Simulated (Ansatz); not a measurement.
# TlBi (model cell, started as rocksalt type): from the cell to its phonons, part 2 of 2

Task: relax TlBi (model cell, started as rocksalt type), then find its harmonic phonons.

Ansatz 0.2.0; DFT PBEsol, scalar-relativistic, plane waves, norm-conserving pseudopotentials.

So far. Step 3 (Relaxing to small forces for the phonons): The forces vanish by symmetry and the pressure is -0.001 GPa, within the tolerances set. The cell now holds 31.27 Å³/atom. Step 4 (Modes at Γ): Before it was imposed, the acoustic sum rule was missed by 1.2e-4 eV/Å². Small misses are needed for a sound result but don't prove that mesh and cutoff are converged. The lowest optical mode is real, 82.1 cm⁻¹. The relaxed cell has a = 6.301 Å (conventional setting).

The structure was built from a prototype and need not be the compound's stable phase.

### 5. Phonons on a q mesh

Stability and thermal properties need the whole zone. Linear response on a 4×4×4 q mesh gives force constants as far as a supercell of that size would.

input.yaml reads:

```yaml
crystal:
  lattice:
    - [0.0, 3.1503913009, 3.1503913009]
    - [3.1503913009, 0.0, 3.1503913009]
    - [3.1503913009, 3.1503913009, 0.0]
  atoms:
    - { symbol: Tl, position: [0.0, 0.0, 0.0] }
    - { symbol: Bi, position: [0.5, 0.5, 0.5] }
kpoints:
  mp_grid: { grid: [12, 12, 12] }
hamiltonian:
  xc: pbesol
  pseudopotentials: { kind: nc }
scf:
  occupations: { method: methfessel_paxton, width: 0.15 }
output:
  eigenvalues: true
phonons:
  method: dfpt
  qmesh: [4, 4, 4]
  temperatures: { t_max: 1000, t_step: 50 }
  qpath:
    path:
      - [[0.0, 0.0, 0.0], [0.5, 0.0, 0.5], [0.625, 0.25, 0.625]]
      - [[0.375, 0.375, 0.75], [0.0, 0.0, 0.0], [0.5, 0.5, 0.5], [0.5, 0.25, 0.75], [0.5, 0.0, 0.5]]
    npoints: 10
```

Launch:

```console
ansatz run input.yaml --threads 4 --pin off --max-ram 7168MiB --backend cpu --events-out ev --progress --plain --runs-dir out
```

Numbers of over 12 decimals in the logs are rounded to 6 here.

The log of the run:

```text
Engine: ansatz 0.2.0, aarch64-unknown-linux-gnu
Pseudopotentials: kind: nc
Pseudopotential: Tl, nc, valence charge 13, recommended cutoff 843.552974 eV (normal), Tl.nc.azcp (PseudoDojo's, or run here from an input of PseudoDojo's: the run reads no file of this project's for it)
Pseudopotential: Bi, nc, valence charge 15, recommended cutoff 897.975746 eV (normal), Bi.nc.azcp (PseudoDojo's, or run here from an input of PseudoDojo's: the run reads no file of this project's for it)
Functional definition: PBEsol
  exchange = pbesol_x
  correlation = pbesol_c
Crystal: 2 atoms, lattice volume = 62.535 Å³
Basis set: ecut = 897.975746 eV, 3839 PW (Γ), exchange–correlation on 90×90×90 points (8 copies of the dense FFT grid, shifted against one another)
Bands: 18, of which v1, the nominal top of the filled ones, is band 14 counted from 1 (13 counted from 0)
Symmetry: 48 space group operations
k-points: 72 of 1728
Non-local potential: Tl, projectors of the file, l = 0: 2, l = 1: 2, l = 2: 2
Non-local potential: Bi, projectors of the file, l = 0: 2, l = 1: 2, l = 2: 2, l = 3: 2
Initial density: superposition of atomic densities (chi_scale 0.1, normalization cell, long waves kept (reshape's long-wave potential 0.00 eV rms))
Initial wavefunctions: pseudopotential atomic-orbital guess
Functional: x = pbesol(κ = 0.804, μ = 0.123457), c = pbesol(β = 0.046)
SCF iter   1: F=—  HF=-3873.895086 eV  |F-HF|=—  |Δ(HF+E_count)|=         —  Δρ=1.79e-2  dr2=3.87e-1  ethr=3.10e-3  ⟨swp⟩=5.4  Hψ=6093  notcnv=0
preconditioner: auto → Kerker (q_TF=auto, 2.386 Å⁻¹)  [metal: Δε(μ)=0.042 eV  Ē_g=17.189 eV  σ=0.150 eV  W_gap=0.23  n_scr=14 (ndim 8)  ℏωp=24.8 eV  f_vac=0.000  D(μ)=2.13/eV (n_scr^D=14)]
SCF iter   2: F=—  HF=-3873.798987 eV  |F-HF|=—  |Δ(HF+E_count)|=   9.61e-2  S|Δr|=    0.00e0  Δρ=1.06e-2  dr2=1.41e-1  ethr=1.38e-3  ⟨swp⟩=1.1  Hψ=1883  notcnv=0
SCF iter   3: F=—  HF=-3873.749714 eV  |F-HF|=—  |Δ(HF+E_count)|=   4.93e-2  S|Δr|=    0.00e0  Δρ=2.15e-3  dr2=1.23e-3  ethr=5.05e-4  ⟨swp⟩=2.0  Hψ=2584  notcnv=0
SCF iter   4: F=—  HF=-3873.749558 eV  |F-HF|=—  |Δ(HF+E_count)|=   1.56e-4  S|Δr|=    0.00e0  Δρ=1.06e-3  dr2=3.56e-4  ethr=4.41e-6  ⟨swp⟩=2.2  Hψ=2319  notcnv=0
SCF iter   5: F=—  HF=-3873.749410 eV  |F-HF|=—  |Δ(HF+E_count)|=   1.48e-4  S|Δr|=    0.00e0  Δρ=2.43e-4  dr2=1.77e-5  ethr=1.27e-6  ⟨swp⟩=2.0  Hψ=2193  notcnv=0
SCF iter   6: F=—  HF=-3873.749401 eV  |F-HF|=—  |Δ(HF+E_count)|=   9.07e-6  S|Δr|=    0.00e0  Δρ=3.47e-5  dr2=7.28e-7  ethr=6.32e-8  ⟨swp⟩=2.1  Hψ=2151  notcnv=0
SCF iter   7: F=—  HF=-3873.749482 eV  |F-HF|=—  |Δ(HF+E_count)|=   8.07e-5  S|Δr|=    0.00e0  Δρ=8.14e-6  dr2=5.74e-8  ethr=2.60e-9  ⟨swp⟩=2.0  Hψ=2306  notcnv=0  defer=1
[...]
NSCF: frozen V_eff on 1872 k-points
DFPT response loops at q = (0, 0, 0.25) (fractional): mixed as the last ones told, above
phonons.qmesh, q = [0.0000, 0.0000, 0.2500]: its response loops start from zero, take more passes and end by a threshold: the memory limit or budget leaves too little room for the subspace of the ground state's own states beside the solves, or none could be made (phonons.method)
NSCF: frozen V_eff on 952 k-points
DFPT response loops at q = (0, 0, -0.5) (fractional): mixed as the last ones told, above
NSCF: frozen V_eff on 1020 k-points
DFPT response loops at q = (0, 0.25, 0.25) (fractional): mixed as the last ones told, above
NSCF: frozen V_eff on 3456 k-points
NSCF: frozen V_eff on 3456 k-points
phonons.qmesh, q = [0.0000, 0.2500, -0.5000]: its response loops start from zero, take more passes and end by a threshold: the memory limit or budget leaves too little room for the subspace of the ground state's own states beside the solves, or none could be made (phonons.method)
NSCF: frozen V_eff on 3456 k-points
Step stopped at a memory limit. What follows is not a result of the run: it is the report of the last solve that finished, which converged after 10 SCF iterations.
Free energy (F): -3873.749482 eV
Harris-Foulkes:  -3873.749482 eV  (|F-HF|=4.55e-13)
Internal energy: -3873.746966 eV  (E = F + TS)
E sigma→0 (E₀):  -3873.748853 eV
Entropy (-TS):   -0.002515 eV (-1.258 meV/atom)
Fermi energy:    10.267395 eV
--- Per-component energies (eV) ---
  E_band       = -93.124058
  E_kinetic    = 1915.295342
  E_local      = -2199.121243  (includes V_loc(G=0)·N_el)
  E_nonlocal   = -702.155960
  E_hartree    = 757.254166
  E_xc         = -1095.191394
  E_vxc        = -621.650514  (∫ρ·V_xc dr)
  E_ewald      = -2549.827877
  E_smearing   = -0.002515  (= −TS)
  E_closure    = 0.000000  (closes the sum)
  Σ components = -3873.749482   (vs F -3873.749482, Δ=0.00e0)
--- Band table (eV; the first three rows and the last of 72) ---
  k-point 0: bands = [... 10 lower, -1.1036, 7.0225, 10.2442, 10.2442, 10.2442, 15.9915, 15.9915, 15.9915]
  k-point 1: bands = [... 10 lower, -1.1011, 6.6514, 10.2713, 10.2713, 10.5050, 15.4474, 15.6773, 15.6773]
  k-point 2: bands = [... 10 lower, -1.0930, 5.8207, 10.3536, 10.3536, 10.9917, 14.5328, 14.9954, 14.9954]
  k-point 71: bands = [... 10 lower, 0.6329, 4.1678, 6.9304, 6.9304, 11.9023, 13.3061, 16.7068, 16.7068]
End of that report.
Error: memory limit exceeded: the `dfpt response` phase needs 7.85 GiB against the run's memory maximum of 7.00 GiB; largest carriers: scf state 3.54 GiB, retained responses 1.43 GiB, fixed right-hand sides 1.43 GiB, plane-wave basis 0.79 GiB, unmodelled-tail allowance 0.36 GiB; wavefunction blocks cannot be spilled: a `phonons` calculation is not among those that spill (`scf`, `evaluate`, and `md` and `relax` at a fixed cell)
with nothing else changed it takes a maximum of at least 7.86 GiB, with nothing to spare, and 8.64 GiB leaves up to a tenth: --max-ram 8.64GiB where that set the maximum, else more of the term that did, and with no share typed, where 8.64 GiB is over 0.88 of the host's memory or its container's limit, a share of 0.88 or more that holds the maximum too (--max-ram-frac F), where one does; The budget is ten elevenths of [...]
```

The job ended after 12 min (4 threads of Arm Neoverse V2, shared host; peak memory 5.2 GiB).

The run ended with an error after its SCF cycle had converged; no result of it is taken.

The program's message: “memory limit exceeded: the `dfpt response` phase needs 7.85 GiB against the run's memory maximum of 7.00 GiB; largest carriers: scf state 3.54 GiB, retained responses 1.43 GiB, fixed right-hand sides …”

### 6. Isotope substitution

An isotope changes the mass and not the force constants, so no new electronic calculation is needed; the shifts show which modes move this element.

The same force constants with the mass of Tl changed from 204.380 to 202.972 u (phonopy, no LO-TO term). Both lists are sorted by frequency; levels can cross, so a row need not hold one and the same mode. Modes under 3 cm⁻¹ are left out. Isotope shifts, by row:

```tsv
q	rank	natural mass (cm⁻¹)	changed mass (cm⁻¹)
0 0 0	4	82.1	82.24
0 0 0	5	82.1	82.24
0 0 0	6	82.1	82.24
```

A mode of this element alone would shift by +0.35 %. The highest zone-centre frequency without the field goes from 82.1 to 82.2 cm⁻¹ (+0.2 %). The product of the frequency ratios over all optical modes at Γ is 1.005; the product rule, (m/m′)^(3k/2) (M′/M)^(3/2) with k = 1 such atoms and M the mass of the cell, gives 1.005.

### 7. What came out

```json
{"space group after relaxation (within 0.01 Å)": "Fm-3m", "volume per atom": "31.3 Å³", "electronic character": "no gap on this mesh", "highest optical mode at the zone centre (no LO-TO term)": "82.1 cm⁻¹", "lowest optical zone-centre mode": "82.1 cm⁻¹", "imaginary modes at Γ (the only wavevector solved)": "none"}
```

What this shows: The structure is stable against zone-centre distortions, since no mode there is imaginary; other wavevectors were not solved, so zone-boundary instabilities are untested. The optical modes at Γ form one degenerate level at 82 cm⁻¹. No dispersion was computed. With no gap, or one that is small against the smearing, the frequencies hang on the k mesh and the smearing, most of all near Kohn anomalies. Spin-orbit coupling is left out, which can matter for the heavy elements here. The starting cell was built on a prototype and not taken from a measurement, so the phase need not exist. These are harmonic frequencies at zero temperature: anharmonic shifts, linewidths and thermal expansion are left out.

[Logs are printed without paths, hosts, clocks, repeated set-up lines and the standing remarks that a program may print on its own settings, such as how far it seeks lower states.]

[Hosts, paths, dates, database ids (printed as entryN), source tags and the programs' standing remarks are cut or masked in the printed files.]
